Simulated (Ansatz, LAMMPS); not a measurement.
# Site preference of As in place of P in glassy 67P2O5-20BaO-13Al2O3 (mol %) (86 atoms), part 2 of 3

Aim: make As in place of P at several sites of glassy 67P2O5-20BaO-13Al2O3 (mol %) (86 atoms), relax each, and compare their energies.

Ansatz 0.2.0; Kohn-Sham DFT, PBE, PAW (set soft_2), plane waves.

The cell: 20 P, 3 Ba, 4 Al and 59 O. The quench rate of 20 K/ps is orders of magnitude faster than experiment. The network of bonds at the start is that of the classical potential that made the cell. Sampling is at Γ alone, for a cell whose shortest periodic width is 11 Å. No spin–orbit coupling is included.

So far. Step 2 (Single point at the start): The r.m.s. force at the start is 1.2 eV/Å. Step 3 (Relaxation): The relaxation converged after 36 steps, 9.77 eV below its start, with a largest force component of 0.039 eV/Å.

### 4. Single point at the relaxed geometry

The electronic structure is read at the final geometry, in a run of its own.

Contents of input.yaml:

```yaml
crystal:
  lattice:
    - [10.69823, 0.0, 0.0]
    - [0.0, 10.69823, 0.0]
    - [0.0, 0.0, 10.69823]
  atoms:
    - { symbol: P, position: [0.43861, 0.94305, 0.45341] }
    - { symbol: P, position: [0.36913, 0.74631, 0.65206] }
    - { symbol: P, position: [0.30747, 0.9528, 0.02414] }
    - { symbol: P, position: [0.54516, 0.53462, 0.26122] }
    - { symbol: P, position: [0.33905, 0.21055, 0.11274] }
    - { symbol: P, position: [0.93179, 0.544, 0.67104] }
    [... 74 atom lines left out ...]
    - { symbol: O, position: [0.95753, 0.49442, 0.53694] }
    - { symbol: O, position: [0.01992, 0.70417, 0.04177] }
    - { symbol: O, position: [0.4388, 0.86477, 0.58137] }
    - { symbol: O, position: [0.77895, 0.79982, 0.39338] }
    - { symbol: O, position: [0.59017, 0.53598, 0.10964] }
    - { symbol: O, position: [0.83281, 0.18131, 0.16214] }
kpoints:
  mp_grid: { grid: [1, 1, 1] }
hamiltonian:
  xc: pbe
scf:
  occupations: { method: fermi_dirac, width: 0.025 }
output:
  forces: true
  stress: true
  populations: intrinsic
  dos:
    method: { smearing: { sigma: 0.08 } }
    de: 0.1
    projected: { site_lists: { Al: [Al], Ba: [Ba], O: [O], P: [P] } }
  eigenvalues: true
  write_density: true
  write_potential: true
  volumetric_format: npy
  elf: true
```

Launch:

```console
> ansatz run input.yaml --threads 4 --pin off --max-ram 8192MiB --backend cpu --events-out ev --progress --plain --runs-dir out
```

Numbers of over 12 decimals in the logs are rounded to 6 here.

What it wrote:

```text
[...]
Crystal: 86 atoms, lattice volume = 1224.435 Å³
Basis set: ecut = 420 eV, 23847 PW (Γ), exchange–correlation on 144×144×144 points (8 copies of the dense FFT grid, shifted against one another)
Bands: 334, of which v1, the nominal top of the filled ones, is band 248 counted from 1 (247 counted from 0)
Symmetry: 1 space group operations
[...]
k-points: 1
[...]
SCF iter   1: F=—  HF=-68639.327438 eV  |F-HF|=—  |Δ(HF+E_count)|=         —  Δρ=2.78e-3  dr2=1.00e-1  ethr=1.77e-3  ⟨swp⟩=9.0  Hψ=1872  notcnv=0  defer=72
[...]
SCF iter   9: F=-68639.334274 eV  HF=-68639.334274 eV  |F-HF|=2.22e-8  |Δ(HF+E_count)|=   1.30e-7  Δρ=1.98e-6  dr2=4.39e-8  ethr=2.02e-11  ⟨swp⟩=31.0  Hψ=4185  notcnv=0
SCF 1 converged in 9 iterations: F = -68639.334274 eV  dr2 = 4.39e-8
[...]
SCF converged after 9 iterations
Free energy (F): -68639.334274 eV
[...]
Internal energy: -68639.334274 eV  (E = F + TS)
E sigma→0 (E₀):  -68639.334274 eV
Fermi energy:    5.417408 eV
[...]
--- Forces (eV/Å), atoms counted from 1 ---
  atom   1  P      0.00485721     0.01523821     0.00831102
  atom   2  P      0.00524676    -0.01283882    -0.01322164
  atom   3  P     -0.01850967    -0.00111422     0.00934286
  atom   4  P     -0.03634298     0.01774120    -0.00824517
  atom   5  P      0.02722898     0.01866022     0.02803341
  atom   6  P      0.00693090    -0.00017401    -0.00917989
  atom   7  P     -0.00701456     0.00018998    -0.01677734
  atom   8  P     -0.01218296    -0.02087979    -0.01353421
  atom   9  P     -0.01540047    -0.01328711    -0.00767538
  atom  10  P     -0.01754560     0.00106163    -0.01970070
  atom  11  P      0.00535392    -0.01737353    -0.02433842
  atom  12  P     -0.01311793     0.00762396    -0.00197004
  atom  13  P      0.03317933    -0.01303206    -0.00973244
  atom  14  P     -0.00559426    -0.01022815     0.02169167
[...]
atom  85  O      0.01921174     0.00477131     0.02116283
  atom  86  O      0.00470011    -0.01037135     0.00582504
  max |Σ_I F_I| component: 1.36e-4 eV/Å
--- Stress (GPa, compression-positive) ---
        1.238553      -0.058428      -0.885592
       -0.058428      -1.781122       0.346714
       -0.885592       0.346715      -0.335715
  P = ⅓ Tr σ = -0.2928 GPa (-2.928 kbar)
--- Band table (eV) ---
[...]
--- intrinsic populations: 86 sites ---
  site symbol       q [e]
     0      P      2.8646
     1      P      2.9250
     2      P      2.8992
[...]
85      O      6.8316
  spilling = 0.000000 (of n_electrons = 496.000000)
```

Run time: 8.7 s. Hardware: 4 threads of Intel Xeon 6975P-C (Granite Rapids), shared host; peak memory 1.6 GiB.

The run gave:

| Item | Value |
| --- | --- |
| free energy | -68639.3343 eV |
| free energy per atom | -798.1318 eV/atom |
| SCF cycles | 9 |
| pressure | -0.2928 GPa |
| r.m.s. force component | 0.01118 eV/Å |
| longest force | 0.04331 eV/Å |
| Fermi energy | 5.417 eV |
| gap (highest filled to lowest empty level) | 3.858 eV |

Intrinsic-atomic-orbital charges by element:

| element | coordination | atoms | mean charge (e) | spread | least | most |
| --- | --- | --- | --- | --- | --- | --- |
| Al | all | 4 | 1.34 | 0.0222 | 1.31 | 1.37 |
| Ba | all | 3 | 1.83 | 0.0184 | 1.81 | 1.85 |
| O | all | 59 | -0.911 | 0.0636 | -1.10 | -0.832 |
| P | all | 20 | 2.14 | 0.041 | 2.07 | 2.23 |

States in the cell by windows of 1 eV, zero at the Fermi level; the larger projections on atomic orbitals stand beside the total:

```
from (eV)  to (eV)  total   O p  P p  O s
      -10       -9   16.2  11.3  2.1  1.2
       -9       -8   23.4  16.5  2.7  2.5
       -8       -7   36.8  28.2  3.5  3.4
       -7       -6   48.1  40.4  2.9  2.7
       -6       -5   52.1  46.6  1.8  1.6
       -5       -4   51.0  47.3  1.4  0.8
       -4       -3   56.0  52.8  1.4  0.3
       -3       -2   20.5  19.5  0.4  0.1
       -2       -1    1.5   1.4  0.0  0.0
       -1        1    0.0   0.0  0.0  0.0
        1        2    1.9   0.2  0.1  0.5
        2        3    2.3   0.3  0.3  0.4
        3        4   18.8   2.1  2.7  2.2
        4        5   35.3   4.0  8.2  3.0
```

The curve was stored every 0.100 eV, coarse against its broadening of 0.08 eV, so these counts are rough.

Between -26 and -10 eV lie 184 more states.

The levels nearest the highest filled one (over half full), pooled over k-points and spins:

```
level less the highest filled one (eV)  occupation
                                -0.765           2
                                -0.739           2
                                -0.648           2
                                -0.390           2
                                -0.355           2
                                     0           2
                                  3.86           0
                                  4.89           0
                                  5.01           0
                                  5.21           0
                                  5.27           0
                                  5.52           0
```

Valence density in the ac plane at fractional y = 0.055, with atoms of P and Ba and Al and O within 0.2 Å of it. It is the smooth field of the valence electrons, not physical close to the nuclei.

Ten steps, logarithmic in the rise over the least value, from '_' (0.0 e/Å³) to '@' (6.0 e/Å³), each cell a mean:
```
--::________..::------::..________..::--::::....______..::--
____________..::--====--::__________............____________
____________..::--++++==::..______..::------::....__________
____________..::--====--..________::==**##**==::..__________
________..::--------::..________..--**@@@@%%**--::....______
______..--++****++==::..________..--**%%@@%%**--::::::....__
..__..--++********++--..__________::==++**++==::::----::::..
......--++**++++****--..____________..::::::::..::------::::
......::++********++--....________________......::::::..::::
--::::::--==++++++--::::--::..____________..::----::......::
====--::..::::::::::==++****==::________..--++**++==::::--==
**++==::..______..::++%%@@%%**--..______::==**%%##++--::--++
++==--::..______..::++%%@@%%**--....____..--******==::::::==
----::..__________..--++****==::......__..::--==--::......::
........____________..::----::......________........______..
::::::..______________......____________________............
======::..____________________________________..::----::::--
++++==::..____________________________________..--==========
++==--..______......__________________________..--==++++==++
==--::..__..--====--::..__________....::::......::====--::==
++--::__..::++%%%%##==::..______..--++**++--::..::--==++++**
##++::....--**@@@@%%++--..______::++%%@@%%++--....::==++##%%
%%++--....::++##%%##==::..____..--**%%@@%%++--......--++##@@
**==::____..--==++==--::..______::==**##**==::..__..::--**##
```
Columns run along a (10.7 Å), rows up along c (10.7 Å). Atoms in or near the plane, at fractional coordinates: P at (0.93, 0.18), Ba at (0.23, 0.68), Al at (0.90, 0.60), O at (0.67, 0.79).

ELF in the ac plane at fractional y = 0.055, with atoms of P and Ba and Al and O within 0.2 Å of it. It is the smooth field of the valence electrons, not physical close to the nuclei.

Values, 13 rows by 16 columns, each cell a mean:
```
0.41 0.09 0.01 0.08 0.27 0.42 0.26 0.03 0.03 0.19 0.24 0.10 0.04 0.02 0.12 0.43
0.01 0.00 0.01 0.14 0.58 0.78 0.57 0.10 0.03 0.29 0.52 0.43 0.16 0.03 0.01 0.01
0.01 0.05 0.41 0.51 0.36 0.26 0.20 0.03 0.16 0.72 0.68 0.69 0.42 0.12 0.12 0.02
0.03 0.23 0.83 0.51 0.69 0.60 0.05 0.00 0.11 0.55 0.74 0.62 0.20 0.31 0.31 0.07
0.06 0.16 0.79 0.53 0.70 0.52 0.07 0.07 0.01 0.07 0.15 0.09 0.10 0.17 0.09 0.06
0.54 0.29 0.25 0.58 0.39 0.31 0.66 0.62 0.20 0.01 0.07 0.49 0.70 0.47 0.04 0.33
0.80 0.59 0.07 0.02 0.08 0.67 0.68 0.75 0.26 0.03 0.08 0.69 0.85 0.71 0.17 0.61
0.27 0.17 0.05 0.05 0.02 0.25 0.55 0.48 0.09 0.11 0.04 0.25 0.51 0.28 0.03 0.15
0.42 0.36 0.06 0.02 0.01 0.01 0.04 0.04 0.02 0.07 0.03 0.01 0.06 0.20 0.11 0.12
0.70 0.65 0.14 0.02 0.04 0.01 0.02 0.01 0.00 0.01 0.01 0.01 0.14 0.42 0.43 0.38
0.36 0.13 0.07 0.55 0.67 0.30 0.03 0.01 0.04 0.35 0.44 0.13 0.04 0.23 0.16 0.16
0.70 0.23 0.20 0.81 0.69 0.64 0.11 0.01 0.25 0.80 0.79 0.60 0.12 0.17 0.52 0.71
0.82 0.34 0.07 0.52 0.63 0.41 0.09 0.01 0.24 0.79 0.78 0.63 0.17 0.06 0.52 0.80
```
Columns run along a (10.7 Å), rows up along c (10.7 Å). Atoms in or near the plane, at fractional coordinates: P at (0.93, 0.18), Ba at (0.23, 0.68), Al at (0.90, 0.60), O at (0.67, 0.79).

The highest filled and lowest empty levels differ by 3.86 eV (at Γ alone); a semilocal functional tends to put such gaps too low. In a disordered cell it changes from sample to sample, and tail or defect levels can set it. Mean intrinsic-atomic-orbital charges: Al +1.34, Ba +1.83, O -0.91, P +2.14 e.

### 5. As on a site of P, site P9

The site has 4 bonded neighbours (O4) at 1.55 Å on average, by cutoffs that count no bonds between two metal atoms or like ions. The change is made in the relaxed cell and the atoms are relaxed again, with spin allowed.

Contents of input.yaml:

```yaml
crystal:
  lattice:
    - [10.69823, 0.0, 0.0]
    - [0.0, 10.69823, 0.0]
    - [0.0, 0.0, 10.69823]
  atoms:
    [... atom lines 1 to 5 left out ...]
    - { symbol: P, position: [0.93179, 0.544, 0.67104] }
    - { symbol: P, position: [0.377, 0.47707, 0.62361] }
    - { symbol: P, position: [0.13308, 0.75259, 0.97175] }
    - { symbol: As, position: [0.73864, 0.16367, 0.7869], spin: 0.6 }
    - { symbol: P, position: [0.68681, 0.46079, 0.03017] }
    - { symbol: P, position: [0.02586, 0.48163, 0.39966] }
    - { symbol: P, position: [0.93044, 0.06751, 0.17582] }
    [... atom lines 13 to 86 left out ...]
magnetization:
  spin_polarized: true
kpoints:
  mp_grid: { grid: [1, 1, 1] }
hamiltonian:
  xc: pbe
scf:
  occupations: { method: fermi_dirac, width: 0.025 }
  lower_state_search: "off"
output:
  forces: true
  eigenvalues: true
relax:
  f_tol: 0.05
  max_steps: 90
```

What it wrote:

```text
[...]
Crystal: 86 atoms, lattice volume = 1224.435 Å³
Basis set: ecut = 420 eV, 23847 PW (Γ), exchange–correlation on 144×144×144 points (8 copies of the dense FFT grid, shifted against one another)
Bands: 341, of which v1, the nominal top of the filled ones, is band 253 counted from 1 (252 counted from 0)
Symmetry: 1 space group operations
[...]
k-points: 1
[...]
Starting moments: Σ|m| = 3 μB on 5 of 86 sites
[...]
SCF iter   1: F=—  HF=-72785.769249 eV  |F-HF|=—  |Δ(HF+E_count)|=         —  Δρ=5.89e-2 (↑5.32e-2 ↓5.89e-2)  dr2=1.67e2  dr2_m=1.61e0  M=0.000 μB ∫|m|=0.358 μB  β_m=0.30  ethr=3.10e-3  ⟨swp⟩=14.0  Hψ=4925  notcnv=0  defer=79
[...]
spin=Collinear: Resta preconditioning applied to the charge; magnetization (m = ρ↑ − ρ↓) channel mixes plain (no charge-response kernel on spin).
SCF iter   2: F=—  HF=-72749.475983 eV  |F-HF|=—  |Δ(HF+E_count)|=    3.63e1  Δρ=3.09e-2 (↑2.72e-2 ↓3.09e-2)  dr2=5.16e1  dr2_m=8.16e-1  M=0.000 μB ∫|m|=0.288 μB  β_m=0.30  ethr=3.10e-3  ⟨swp⟩=3.0  Hψ=1299  notcnv=0  defer=158
[...]
SCF iter   7: F=—  HF=-72733.564413 eV  |F-HF|=—  |Δ(HF+E_count)|=   1.64e-2  Δρ=1.77e-3 (↑1.77e-3 ↓1.75e-3)  dr2=7.57e-3  dr2_m=3.27e-2  M=0.000 μB ∫|m|=0.084 μB  β_m=0.30  ethr=1.43e-5  ⟨swp⟩=3.0  Hψ=1030  notcnv=0  defer=166
[...]
spin-set hold released at iteration 7 (site moments contracting): the magnetisation degrees of freedom join the quasi-Newton model from the next iteration; the mixer history was flushed
SCF iter   8: F=—  HF=-72733.572014 eV  |F-HF|=—  |Δ(HF+E_count)|=   7.60e-3  Δρ=1.28e-3 (↑1.28e-3 ↓1.28e-3)  dr2=3.67e-3  dr2_m=1.75e-2  M=0.000 μB ∫|m|=0.066 μB  β_m=0.65  ethr=1.50e-6  ⟨swp⟩=3.0  Hψ=913  notcnv=0  defer=166
[...]
SCF iter  12: F=-72733.580451 eV  HF=-72733.580455 eV  |F-HF|=4.11e-6  |Δ(HF+E_count)|=   7.19e-6  Δρ=1.35e-5 (↑1.18e-5 ↓1.35e-5)  dr2=8.18e-6  dr2_m=1.81e-7  M=0.000 μB ∫|m|=0.000 μB  ethr=1.08e-8  ⟨swp⟩=26.5  Hψ=5967  notcnv=0
WARN: the starting moments were not kept: the SCF closed with an absolute magnetisation of 4.2e-4 μB, where they sum to 3 μB in size (5 sites). That is at most 0.1 of that sum. Measured as dr2_m measures the in/out step, that magnetisation stands 1.6e-8 eV from none, [...]
SCF 1 converged in 12 iterations: F = -72733.580451 eV  dr2 = 8.18e-6
[...]
relax step   1: F+E_penalty+E_count = -72733.58045133 eV  Δ(F+E_penalty+E_count) = +0.000e0 eV  max|allowed force component| = 9.367e0 eV/Å  Δτ_max = 0.0000 Å  (12 SCF iters, dr2 threshold 6.25e-5 eV, accepted)
[... from here on, the SCF cycles and remarks between the steps are left out ...]
relax step   2: F+E_penalty+E_count = -72735.35780532 eV  Δ(F+E_penalty+E_count) = -1.777e0 eV  max|allowed force component| = 2.869e0 eV/Å  Δτ_max = 0.1405 Å  (6 SCF iters, dr2 threshold 1.00e-4 eV, accepted)
relax step   3: F+E_penalty+E_count = -72735.63561140 eV  Δ(F+E_penalty+E_count) = -2.778e-1 eV  max|allowed force component| = 1.350e0 eV/Å  Δτ_max = 0.1216 Å  (6 SCF iters, dr2 threshold 1.00e-4 eV, accepted)
relax step   4: F+E_penalty+E_count = -72735.61052088 eV  Δ(F+E_penalty+E_count) = +2.509e-2 eV  max|allowed force component| = 8.117e-1 eV/Å  Δτ_max = 0.2000 Å  (7 SCF iters, dr2 threshold 1.00e-4 eV, rejected (line search))
relax step   5: F+E_penalty+E_count = -72735.77439699 eV  Δ(F+E_penalty+E_count) = -1.388e-1 eV  max|allowed force component| = 2.300e-1 eV/Å  Δτ_max = 0.0920 Å  (10 SCF iters, accepted)
relax step   6: F+E_penalty+E_count = -72735.75851094 eV  Δ(F+E_penalty+E_count) = +1.589e-2 eV  max|allowed force component| = 5.181e-1 eV/Å  Δτ_max = 0.1000 Å  (9 SCF iters, dr2 threshold 3.31e-6 eV, rejected (line search))
relax step   7: F+E_penalty+E_count = -72735.79948302 eV  Δ(F+E_penalty+E_count) = -2.509e-2 eV  max|allowed force component| = 7.812e-2 eV/Å  Δτ_max = 0.0485 Å  (9 SCF iters, accepted)
relax step   8: F+E_penalty+E_count = -72735.80170176 eV  Δ(F+E_penalty+E_count) = -2.219e-3 eV  max|allowed force component| = 5.876e-2 eV/Å  Δτ_max = 0.0149 Å  (8 SCF iters, accepted)
relax step   9: F+E_penalty+E_count = -72735.80373223 eV  Δ(F+E_penalty+E_count) = -2.030e-3 eV  max|allowed force component| = 4.940e-2 eV/Å  Δτ_max = 0.0154 Å  (8 SCF iters, accepted)
SCF converged after 8 iterations
Magnetization: 0.0000 μB (253.0000 up, 253.0000 down)
Absolute magnetization: 0.0000 μB (∫|ρ↑−ρ↓|, with the PAW one-centre terms)
[...]
Per-site moments (μB) at R_I (Å): [(2.8597980893598122e-9, 0.611573), (2.9136608355574864e-9, 0.613002), (1.38498217364615e-9, 0.619688), (1.0119273248531703e-9, 0.617268), (-1.730410820504157e-9, 0.606282), [...]
Free energy (F): -72735.803732 eV
[...]
Internal energy: -72735.803732 eV  (E = F + TS)
E sigma→0 (E₀):  -72735.803732 eV
Fermi energy:    5.403317 eV
[...]
--- Forces (eV/Å), atoms counted from 1 ---
  atom   1  P     -0.00910186    -0.00089779    -0.00103206
  atom   2  P     -0.01810004    -0.00901840    -0.04903521
  atom   3  P     -0.01279424     0.02361651     0.04940296
  atom   4  P     -0.00268609    -0.02882540     0.00805198
  atom   5  P      0.00619103     0.01912724     0.02447053
  atom   6  P     -0.00204623    -0.01855240     0.00325559
  atom   7  P     -0.00897027    -0.00879490    -0.00182500
  atom   8  P     -0.02192662    -0.00377225     0.01604207
  atom   9  As    -0.01098271    -0.01579517     0.00839126
  atom  10  P     -0.00070199     0.02504679    -0.02341528
  atom  11  P      0.01924692    -0.00552534     0.00226123
  atom  12  P      0.00895740     0.00192103     0.02108284
  atom  13  P      0.00052934     0.01392556     0.02292293
  atom  14  P      0.01638497     0.00055713     0.01332031
[...]
atom  85  O      0.01197216     0.00538567    -0.00506155
  atom  86  O      0.00075504     0.00187986    -0.01930540
  max |Σ_I F_I| component: 1.80e-4 eV/Å
--- Band table (eV) ---
[...]
--- Relaxed structure (9 steps of the walk, 7 accepted, 0 SCFs on fresh bases) ---
  F+E_penalty+E_count = -72735.80373223 eV   max|allowed force component| = 4.940e-2 eV/Å
  atoms:
    - { symbol: P, position: [0.440836, 0.945631, 0.454379] }
    - { symbol: P, position: [0.372570, 0.750490, 0.654288] }
    - { symbol: P, position: [0.306013, 0.951871, 0.027622] }
    - { symbol: P, position: [0.543020, 0.540844, 0.257585] }
[...]
- { symbol: O, position: [0.832604, 0.181700, 0.167226] }
```

The job ended after 1.9 min (4 threads; peak memory 2.6 GiB).

The program notes that starting moments were not kept.

The relaxation converged after 9 steps, 2.22 eV below its start, with a largest force component of 0.049 eV/Å.

Local excerpt of 10 atoms (numbers count through the whole input) about the As atom, after relaxation; x, y, z are measured from there.

```csv
atom,x,y,z,distance (Å),bonds
As9,0.00,0.00,0.00,0.00,4
O37,-0.80,-1.43,0.03,1.64,2
O78,-0.93,1.26,-0.58,1.67,2
O51,1.51,0.00,-0.78,1.70,2
O39,0.64,0.50,1.61,1.80,2
Al25,1.87,-1.15,-2.03,2.99,4
P15,-0.07,0.31,3.00,3.01,4
Al24,-0.94,3.03,-0.67,3.24,5
O74,-0.97,-0.84,3.12,3.37,2
O58,0.53,-1.65,-2.98,3.45,2
```

The column of bonds counts only the pairs O-P within 2.08 Å, O-Al within 2.38 Å, O-Ba within 3.29 Å, O-As within 2.23 Å; other neighbours, such as metal atoms beside each other in a compound, aren't counted, and periodic images can show an atom twice.

The largest move is 0.28 Å, by O37.

### 6. As on a site of P, site P11

The site has 4 bonded neighbours (O4) at 1.56 Å on average. 

Input and log are left out; they have the form of those shown for this kind of step.

The job ended after 2.4 min (4 threads of Intel Xeon 6975P-C (Granite Rapids), shared host; peak memory 2.6 GiB).

The relaxation converged after 12 steps, 2.17 eV below its start, with a largest force component of 0.035 eV/Å.

### 7. As on a site of P, site P14

The site has 4 bonded neighbours (O4) at 1.57 Å on average. 

Input and log are left out; they have the form of those shown for this kind of step.

Run time: 1.9 min. Hardware: 4 threads of Intel Xeon 6975P-C (Granite Rapids), shared host; peak memory 2.6 GiB; 7.4 min of CPU time.

The relaxation converged after 9 steps, 2.17 eV below its start, with a largest force component of 0.049 eV/Å.

(Continued in part 3 of 3.)

[Logs are printed without paths, hosts, clocks, repeated set-up lines and the standing remarks that a program may print on its own settings, such as how far it seeks lower states.]

[Hosts, paths, dates, database ids (printed as entryN), source tags and the programs' standing remarks are cut or masked in the printed files.]
